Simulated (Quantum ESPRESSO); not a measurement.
# λ and ρ(T) of Mo (Im-3m) from pw.x, ph.x and EPW

Aim: the electron–phonon coupling and the phonon-limited resistivity of Mo (Im-3m), by Wannier interpolation to fine meshes.

Main program and level: Quantum ESPRESSO 7.5; DFT LDA, scalar-relativistic, plane waves, PseudoDojo 0.4.1 norm-conserving pseudopotentials.

The experiments to compare with:

For Mo (bulk crystal), “List of superconductors” (2026, Wikipedia's table of superconducting elements, as read in December) quotes earlier work: superconducting transition temperature (bulk, normal pressure) 0.92 K.

## Step 1: Starting point

The structure is cubic, space group Im-3m (No. 229). The conventional cell has a = 3.147 Å, b = 3.147 Å, c = 3.147 Å, α = 90.00°, β = 90.00°, γ = 90.00°. Nearest to Mo lie 8 Mo at 2.73 Å.

## Step 2: Relaxation

The cell is relaxed under the functional used for all that follows.

Input file relax.in:

```
 &control
    calculation='vc-relax',
    prefix='x',
    outdir='./tmp',
    pseudo_dir='./pseudo',
    tprnfor=.true.,
    tstress=.true.,
    etot_conv_thr=1.0d-05,
    forc_conv_thr=4.0d-04,
 /
 &system
    ibrav=0,
    nat=1,
    ntyp=1,
    ecutwfc=80.0,
    occupations='smearing',
    smearing='mv',
    degauss=0.02,
 /
 &electrons
    conv_thr=1.0d-11,
 /
 &ions
 /
 &cell
    press_conv_thr=0.4,
 /
ATOMIC_SPECIES
 Mo     95.9500  Mo.upf
CELL_PARAMETERS angstrom
    -1.573415000    1.573415000    1.573415000
     1.573415000   -1.573415000    1.573415000
     1.573415000    1.573415000   -1.573415000
ATOMIC_POSITIONS crystal
 Mo     0.000000000   0.000000000   0.000000000
K_POINTS automatic
 12 12 12 0 0 0
```

Started as:

```console
> OMP_NUM_THREADS=1 mpirun -n 16 pw.x -nk 16 -in relax.in > relax.out
```

The program printed:

```text
Program PWSCF v.7.5

     This program is part of the open-source Quantum ESPRESSO suite
     for quantum simulation of materials; please cite
         "P. Giannozzi et al., J. Phys.:Condens. Matter 21 395502 (2009);
         "P. Giannozzi et al., J. Phys.:Condens. Matter 29 465901 (2017);
         "P. Giannozzi et al., J. Chem. Phys. 152 154105 (2020);
     in publications or presentations arising from this work. More details at

     Message from routine setup:
     using ibrav=0 with symmetry is DISCOURAGED, use correct ibrav instead

     G-vector sticks info
     --------------------
     sticks:   dense  smooth     PW     G-vecs:    dense   smooth      PW
     Sum         631     631    229                10149    10149    2171

     Using Slab Decomposition

     bravais-lattice index     =            0
     lattice parameter (alat)  =       5.1499  a.u.
     unit-cell volume          =     105.1445 (a.u.)^3
     number of atoms/cell      =            1
     number of atomic types    =            1
     number of electrons       =        14.00
     number of Kohn-Sham states=           11
     kinetic-energy cutoff     =      80.0000  Ry
     charge density cutoff     =     320.0000  Ry
     scf convergence threshold =      1.0E-11
     mixing beta               =       0.7000
     number of iterations used =            8  plain     mixing
     energy convergence thresh.=      1.0E-05
     force convergence thresh. =      4.0E-04
     press convergence thresh. =      4.0E-01
     Exchange-correlation= SLA  PW   NOGX NOGC
                           (   1   4   0   0   0   0   0)
     nstep                     =           50

     celldm(1)=   5.149947  celldm(2)=   0.000000  celldm(3)=   0.000000
     celldm(4)=   0.000000  celldm(5)=   0.000000  celldm(6)=   0.000000

     crystal axes: (cart. coord. in units of alat)
               a(1) = (  -0.577350   0.577350   0.577350 )
               a(2) = (   0.577350  -0.577350   0.577350 )
               a(3) = (   0.577350   0.577350  -0.577350 )
[...]
number of Kohn-Sham states=           11
     number of k points=    72  Marzari-Vanderbilt smearing, width (Ry)=  0.0200
     estimated scf accuracy    <       0.12212477 Ry
     estimated scf accuracy    <       0.01112741 Ry
     estimated scf accuracy    <       0.00016884 Ry
     estimated scf accuracy    <       0.00000357 Ry
     estimated scf accuracy    <       0.00000047 Ry
     estimated scf accuracy    <          2.0E-10 Ry
     estimated scf accuracy    <          2.6E-10 Ry
     estimated scf accuracy    <       0.00000087 Ry
     estimated scf accuracy    <          4.2E-10 Ry
     estimated scf accuracy    <          6.5E-10 Ry
     estimated scf accuracy    <          6.8E-13 Ry
     estimated scf accuracy    <          1.0E-13 Ry
     the Fermi energy is    21.8596 ev
!    total energy              =    -140.74070033 Ry
     estimated scf accuracy    <          3.7E-16 Ry
     convergence has been achieved in  10 iterations
          total   stress  (Ry/bohr**3)                   (kbar)     P=       -0.27
   JOB DONE.
```

It took 5.8 s on 16 MPI ranks of Arm Neoverse V1, shared host; 90 s of CPU time.

This step gave:

* free energy: -1914.8748 eV
* pressure: -0.02700 GPa
* volume per atom: 15.09 Å³/atom

The volume ends at 15.09 Å³ an atom, -3.2 % from the start.

## Step 3: Ground state

Linear response needs a tightly converged ground state.

Input file scf.in:

```
 &control
    calculation='scf',
    prefix='x',
    outdir='./tmp',
    pseudo_dir='./pseudo',
    tprnfor=.true.,
    tstress=.true.,
 /
 &system
    ibrav=0,
    nat=1,
    ntyp=1,
    ecutwfc=80.0,
    occupations='smearing',
    smearing='mv',
    degauss=0.02,
 /
 &electrons
    conv_thr=1.0d-12,
 /
ATOMIC_SPECIES
 Mo     95.9500  Mo.upf
CELL_PARAMETERS angstrom
    -1.556665700    1.556665700    1.556665700
     1.556665700   -1.556665700    1.556665700
     1.556665700    1.556665700   -1.556665700
ATOMIC_POSITIONS crystal
 Mo     0.000000000   0.000000000   0.000000000
K_POINTS automatic
 12 12 12 0 0 0
```

Started as:

```console
> OMP_NUM_THREADS=1 mpirun -n 16 pw.x -nk 16 -in scf.in > scf.out
```

The program printed:

```text
[banner, memory and clock lines left out]
[...]
number of Kohn-Sham states=           11
     number of k points=    72  Marzari-Vanderbilt smearing, width (Ry)=  0.0200
     estimated scf accuracy    <       0.11432378 Ry
     estimated scf accuracy    <       0.00936606 Ry
     estimated scf accuracy    <       0.00016240 Ry
     estimated scf accuracy    <       0.00000290 Ry
     estimated scf accuracy    <       0.00000054 Ry
     estimated scf accuracy    <          2.4E-10 Ry
     estimated scf accuracy    <          2.0E-10 Ry
     the Fermi energy is    21.8596 ev
!    total energy              =    -140.74070033 Ry
     estimated scf accuracy    <          6.1E-13 Ry
     convergence has been achieved in   8 iterations
          total   stress  (Ry/bohr**3)                   (kbar)     P=       -0.28
```

Elapsed: 1.9 s, on 16 MPI ranks; 27 s of CPU time.

This step gave:

| Property | Result |
| --- | --- |
| Fermi energy | 21.86 eV |
| pressure | -0.02800 GPa |

The Fermi level lies at 21.86 eV and the pressure is -0.028 GPa.

## Step 4: Phonons on the coarse mesh

ph.x gives the dynamical matrices and the changes of the potential on a coarse q mesh, which EPW interpolates.

Input file ph.in:

```
phonons
 &inputph
    prefix='x',
    outdir='./tmp',
    tr2_ph=1.0d-14,
    fildyn='x.dyn',
    fildvscf='dvscf',
    ldisp=.true.,
    nq1=6,
    nq2=6,
    nq3=6,
    alpha_mix(1)=0.5,
    amass(1)=95.95,
 /
```

Started as:

```console
> OMP_NUM_THREADS=1 mpirun -n 16 ph.x -nk 16 -in ph.in > ph.out
```

The program printed:

```text
[banner, memory and clock lines left out]
Program PHONON v.7.5

     ./tmp/x.save/

     IMPORTANT: XC functional enforced from input :
     Exchange-correlation= PW
                           (   1   4   0   0   0   0   0)
     Any further DFT definition will be discarded
     Please, verify this is what you really want

     G-vector sticks info

     Reading collected, re-writing distributed wavefunctions in ./tmp/

     Dynamical matrices for ( 6, 6, 6)  uniform grid of q-points
     (  16 q-points):
       N         xq(1)         xq(2)         xq(3)
       1   0.000000000   0.000000000   0.000000000
       2   0.144337567   0.144337567   0.000000000
       3   0.288675135   0.288675135   0.000000000
       4  -0.433012702  -0.433012702   0.000000000
       5   0.288675135   0.144337567   0.144337567
       6   0.433012702   0.288675135   0.144337567
       7   0.577350269   0.288675135   0.288675135
       8   0.288675135   0.288675135   0.288675135
       9   0.433012702   0.433012702   0.288675135
      10   0.000000000   0.000000000   0.288675135
      11  -0.000000000  -0.144337567   0.433012702
      12  -0.866025404  -0.288675135  -0.288675135
      13  -0.721687836  -0.144337567  -0.288675135
      14  -0.000000000  -0.000000000   0.577350269
      15  -0.866025404  -0.144337567  -0.144337567
      16  -0.866025404  -0.866025404  -0.866025404

     Number and degeneracy of irreps per q-point
       N         xq(1)         xq(2)         xq(3)   N irreps
       1   0.000000000   0.000000000   0.000000000       1
        3
       2   0.144337567   0.144337567   0.000000000       3
     No degeneracy
       3   0.288675135   0.288675135   0.000000000       3
     No degeneracy
       4  -0.433012702  -0.433012702   0.000000000       3
     No degeneracy
       5   0.288675135   0.144337567   0.144337567       3
     No degeneracy
       6   0.433012702   0.288675135   0.144337567       3
     No degeneracy
       7   0.577350269   0.288675135   0.288675135       2
        1   2
       8   0.288675135   0.288675135   0.288675135       2
        1   2
       9   0.433012702   0.433012702   0.288675135       3
     No degeneracy
      10   0.000000000   0.000000000   0.288675135       2
        1   2
      11  -0.000000000  -0.144337567   0.433012702       3
     No degeneracy
      12  -0.866025404  -0.288675135  -0.288675135       3
     No degeneracy
      13  -0.721687836  -0.144337567  -0.288675135       3
     No degeneracy
      14  -0.000000000  -0.000000000   0.577350269       2
        1   2
      15  -0.866025404  -0.144337567  -0.144337567       3
     No degeneracy
      16  -0.866025404  -0.866025404  -0.866025404       1
        3

     Saving dvscf to file. Distribute only q points, not irreducible representations.

     Calculation of q =    0.0000000   0.0000000   0.0000000

     phonons

     bravais-lattice index     =            0
     lattice parameter (alat)  =       5.0951  a.u.
     unit-cell volume          =     101.8222 (a.u.)^3
     number of atoms/cell      =            1
     number of atomic types    =            1
     kinetic-energy cut-off    =      80.0000  Ry
     charge density cut-off    =     320.0000  Ry
     convergence threshold     =      1.0E-14
     beta                      =       0.5000
     number of iterations used =            4
     Exchange-correlation= PW
                           (   1   4   0   0   0   0   0)

     celldm(1)=    5.09513  celldm(2)=    0.00000  celldm(3)=    0.00000
     celldm(4)=    0.00000  celldm(5)=    0.00000  celldm(6)=    0.00000

     crystal axes: (cart. coord. in units of alat)
               a(1) = ( -0.5774  0.5774  0.5774 )
               a(2) = (  0.5774 -0.5774  0.5774 )
               a(3) = (  0.5774  0.5774 -0.5774 )

     reciprocal axes: (cart. coord. in units 2 pi/alat)
               b(1) = (  0.0000  0.8660  0.8660 )
               b(2) = (  0.8660  0.0000  0.8660 )
               b(3) = (  0.8660  0.8660  0.0000 )

     Atoms inside the unit cell:

     Cartesian axes

     site n.  atom      mass           positions (alat units)
        1  Mo     95.9500   tau(    1) = (    0.00000    0.00000    0.00000  )

     Computing dynamical matrix for
                    q = (   0.0000000   0.0000000   0.0000000 )

     49 Sym.Ops. (with q -> -q+G )

     G cutoff =  210.4263  (   9909 G-vectors)     FFT grid: ( 30, 30, 30)

     number of k points=    72  Marzari-Vanderbilt smearing, width (Ry)=  0.0200

     PseudoPot. # 1 for Mo read from file:
     ./pseudo/Mo.upf
     Pseudo is Norm-conserving + core correction, Zval = 14.0
     Using radial grid of 1602 points,  6 beta functions with:
                l(1) =   0
                l(2) =   0
                l(3) =   1
                l(4) =   1
                l(5) =   2
                l(6) =   2

     Mode symmetry, O_h (m-3m)  point group:

     Atomic displacements:
     There are    1 irreducible representations

     Representation     1      3 modes -  To be done

     Alpha used in Ewald sum =   2.8000

     Representation #   1 modes #   1   2   3

     Self-consistent Calculation

     Pert. #  1: Fermi energy shift (Ry) =    -1.3786E-25    -5.0154E-37
     Pert. #  2: Fermi energy shift (Ry) =    -1.3786E-25    -4.3885E-37
     Pert. #  3: Fermi energy shift (Ry) =    -4.0322E-25     3.1347E-37

      thresh= 1.000E-02 alpha_mix =  0.500 |ddv_scf|^2 =  5.166E-06

     Pert. #  1: Fermi energy shift (Ry) =     0.0000E+00     2.9387E-39
     Pert. #  2: Fermi energy shift (Ry) =    -3.4466E-26     2.9387E-39
     Pert. #  3: Fermi energy shift (Ry) =    -7.0009E-27    -7.4884E-39

      thresh= 2.273E-04 alpha_mix =  0.500 |ddv_scf|^2 =  1.287E-07

     Pert. #  1: Fermi energy shift (Ry) =    -1.0340E-25     3.3061E-39
     Pert. #  2: Fermi energy shift (Ry) =    -1.7233E-25    -7.2244E-39
     Pert. #  3: Fermi energy shift (Ry) =    -7.4182E-26    -9.1835E-40

      thresh= 3.588E-05 alpha_mix =  0.500 |ddv_scf|^2 =  4.372E-09

     Pert. #  1: Fermi energy shift (Ry) =    -5.1699E-26    -1.5306E-41
     Pert. #  2: Fermi energy shift (Ry) =     1.2063E-25     2.2959E-41
     Pert. #  3: Fermi energy shift (Ry) =     3.7764E-26    -7.6530E-42

      thresh= 6.612E-06 alpha_mix =  0.500 |ddv_scf|^2 =  1.969E-11

     Pert. #  1: Fermi energy shift (Ry) =    -3.4466E-26     5.7397E-42
     Pert. #  2: Fermi energy shift (Ry) =     0.0000E+00    -3.8265E-42
     Pert. #  3: Fermi energy shift (Ry) =     8.7915E-26     5.1418E-42

      thresh= 4.437E-07 alpha_mix =  0.500 |ddv_scf|^2 =  2.712E-13

     Pert. #  1: Fermi energy shift (Ry) =     6.8932E-26     3.8265E-42
[...]
thresh= 9.371E-07 alpha_mix =  0.500 |ddv_scf|^2 =  7.428E-12

      thresh= 2.725E-07 alpha_mix =  0.500 |ddv_scf|^2 =  1.649E-12

      thresh= 1.284E-07 alpha_mix =  0.500 |ddv_scf|^2 =  6.738E-13

      thresh= 8.209E-08 alpha_mix =  0.500 |ddv_scf|^2 =  2.361E-13

[...]
End of self-consistent calculation

     Convergence has been achieved

     Representation #   2 mode #   2

     Self-consistent Calculation

[...]
End of self-consistent calculation

     Convergence has been achieved

     Representation #   3 mode #   3

     Self-consistent Calculation

[...]
thresh= 1.387E-07 alpha_mix =  0.500 |ddv_scf|^2 =  1.687E-14

      thresh= 1.299E-08 alpha_mix =  0.500 |ddv_scf|^2 =  2.116E-16

     End of self-consistent calculation

     Convergence has been achieved

     Number of q in the star =   12
     List of q in the star:
[...]
6   0.144337567   0.144337567   0.866025404
          7  -0.144337567  -0.144337567   0.866025404
          8   0.144337567  -0.144337567  -0.866025404
          9   0.866025404   0.144337567   0.144337567
         10  -0.866025404  -0.144337567   0.144337567
         11  -0.144337567  -0.866025404   0.144337567
         12   0.144337567  -0.866025404   0.144337567

     Diagonalizing the dynamical matrix

     q = (   -0.866025404  -0.144337567  -0.144337567 )

 **************************************************************************
     freq (    1) =       5.682557 [THz] =     189.549704 [cm-1]
     freq (    2) =       6.610828 [THz] =     220.513479 [cm-1]
     freq (    3) =       7.284083 [THz] =     242.970860 [cm-1]
 **************************************************************************

     Mode symmetry, C_2v (mm2)  point group:

     freq (   1-   1) =        189.5  [cm-1]   --> B_1  D_3  S_3
     freq (   2-   2) =        220.5  [cm-1]   --> B_2  D_4  S_4
     freq (   3-   3) =        243.0  [cm-1]   --> A_1  D_1  S_1

     Calculation of q =   -0.8660254  -0.8660254  -0.8660254

     G-vector sticks info

     Title:
     phonons

     bravais-lattice index     =            0
     lattice parameter (alat)  =       5.0951  a.u.
     unit-cell volume          =     101.8222 (a.u.)^3
     number of atoms/cell      =            1
     number of atomic types    =            1
     number of electrons       =        14.00
     number of Kohn-Sham states=           11
     kinetic-energy cutoff     =      80.0000  Ry
     charge density cutoff     =     320.0000  Ry
     Exchange-correlation= PW
                           (   1   4   0   0   0   0   0)

     celldm(1)=   5.095125  celldm(2)=   0.000000  celldm(3)=   0.000000
     celldm(4)=   0.000000  celldm(5)=   0.000000  celldm(6)=   0.000000

     crystal axes: (cart. coord. in units of alat)
               a(1) = (  -0.577350   0.577350   0.577350 )
               a(2) = (   0.577350  -0.577350   0.577350 )
               a(3) = (   0.577350   0.577350  -0.577350 )

     reciprocal axes: (cart. coord. in units 2 pi/alat)
               b(1) = (  0.000000  0.866025  0.866025 )
               b(2) = (  0.866025  0.000000  0.866025 )
               b(3) = (  0.866025  0.866025  0.000000 )

     PseudoPot. # 1 for Mo read from file:
     ./pseudo/Mo.upf
     Pseudo is Norm-conserving + core correction, Zval = 14.0
     Using radial grid of 1602 points,  6 beta functions with:
[...]
l(5) =   2
                l(6) =   2

     atomic species   valence    mass     pseudopotential
     Mo               14.00    95.95000     Mo( 1.00)

     48 Sym. Ops., with inversion, found

   Cartesian axes

     site n.     atom                  positions (alat units)
         1        Mo     tau(   1) = (   0.0000000   0.0000000   0.0000000  )

     number of k points=   144  Marzari-Vanderbilt smearing, width (Ry)=  0.0200

     Number of k-points >= 100: set verbosity='high' to print them.

     Dense  grid:     9909 G-vectors     FFT dimensions: (  30,  30,  30)

     The potential is recalculated from file :
     ./tmp/_ph0/x.q_16/x.save/charge-density

     Starting wfcs are   10 atomic +    1 random wfcs

     Band Structure Calculation
     Davidson diagonalization with overlap

     ethr =  7.14E-11,  avg # of iterations = 15.4

     End of band structure calculation

     Number of k-points >= 100: set verbosity='high' to print the bands.

     the Fermi energy is    21.8596 ev

     Writing config to output data dir ./tmp/_ph0/x.q_16/x.save/ :
     XML data file

     phonons

     bravais-lattice index     =            0
     lattice parameter (alat)  =       5.0951  a.u.
     unit-cell volume          =     101.8222 (a.u.)^3
     number of atoms/cell      =            1
     number of atomic types    =            1
     kinetic-energy cut-off    =      80.0000  Ry
     charge density cut-off    =     320.0000  Ry
     convergence threshold     =      1.0E-14
     beta                      =       0.5000
     number of iterations used =            4
     Exchange-correlation= PW
                           (   1   4   0   0   0   0   0)

     celldm(1)=    5.09513  celldm(2)=    0.00000  celldm(3)=    0.00000
     celldm(4)=    0.00000  celldm(5)=    0.00000  celldm(6)=    0.00000

     crystal axes: (cart. coord. in units of alat)
               a(1) = ( -0.5774  0.5774  0.5774 )
               a(2) = (  0.5774 -0.5774  0.5774 )
               a(3) = (  0.5774  0.5774 -0.5774 )

     reciprocal axes: (cart. coord. in units 2 pi/alat)
               b(1) = (  0.0000  0.8660  0.8660 )
               b(2) = (  0.8660  0.0000  0.8660 )
               b(3) = (  0.8660  0.8660  0.0000 )

     Atoms inside the unit cell:

     Cartesian axes

     site n.  atom      mass           positions (alat units)
        1  Mo     95.9500   tau(    1) = (    0.00000    0.00000    0.00000  )

     Computing dynamical matrix for
                    q = (  -0.8660254  -0.8660254  -0.8660254 )

     49 Sym.Ops. (with q -> -q+G )

     G cutoff =  210.4263  (   9909 G-vectors)     FFT grid: ( 30, 30, 30)

     number of k points=   144  Marzari-Vanderbilt smearing, width (Ry)=  0.0200

     PseudoPot. # 1 for Mo read from file:
     ./pseudo/Mo.upf
     Pseudo is Norm-conserving + core correction, Zval = 14.0
     Using radial grid of 1602 points,  6 beta functions with:
                l(1) =   0
                l(2) =   0
                l(3) =   1
                l(4) =   1
                l(5) =   2
                l(6) =   2

     Mode symmetry, O_h (m-3m)  point group:

     Atomic displacements:
     There are    1 irreducible representations

     Representation     1      3 modes -  To be done

     Message from routine init_vloc:
     Interpolation table for Vloc re-allocated

     Alpha used in Ewald sum =   2.8000

     Representation #   1 modes #   1   2   3

     Self-consistent Calculation

      thresh= 1.000E-02 alpha_mix =  0.500 |ddv_scf|^2 =  3.142E-05

      thresh= 5.606E-04 alpha_mix =  0.500 |ddv_scf|^2 =  7.709E-07

      thresh= 8.780E-05 alpha_mix =  0.500 |ddv_scf|^2 =  7.033E-09

      thresh= 8.387E-06 alpha_mix =  0.500 |ddv_scf|^2 =  1.024E-11

      thresh= 3.200E-07 alpha_mix =  0.500 |ddv_scf|^2 =  1.481E-12

      thresh= 1.217E-07 alpha_mix =  0.500 |ddv_scf|^2 =  7.554E-15

     End of self-consistent calculation

     Convergence has been achieved

     Number of q in the star =    1
     List of q in the star:
          1  -0.866025404  -0.866025404  -0.866025404

     Diagonalizing the dynamical matrix

     q = (   -0.866025404  -0.866025404  -0.866025404 )

 **************************************************************************
     freq (    1) =       6.002672 [THz] =     200.227573 [cm-1]
     freq (    2) =       6.002672 [THz] =     200.227573 [cm-1]
     freq (    3) =       6.002672 [THz] =     200.227573 [cm-1]
 **************************************************************************

     Mode symmetry, O_h (m-3m)  point group:

     freq (   1-   3) =        200.2  [cm-1]   --> T_1u G_15  G_4-
```

The job ended after 15 min (16 MPI ranks; 4.1 h of CPU time).

Numbers from this step:

* lowest frequency off the zone centre: 78.20 cm⁻¹
* largest magnitude of the acoustic modes at the zone centre, before the sum rule: 6.161 cm⁻¹

(Continued in part 2 of 4.)

[The logs of pw.x and epw.x are selected lines.]

[Logs are printed without paths, hosts, clocks, repeated set-up lines and the standing remarks that a program may print on its own settings, such as how far it seeks lower states.]

[Hosts, paths, dates, database ids (printed as entryN), source tags and the programs' standing remarks are cut or masked in the printed files.]
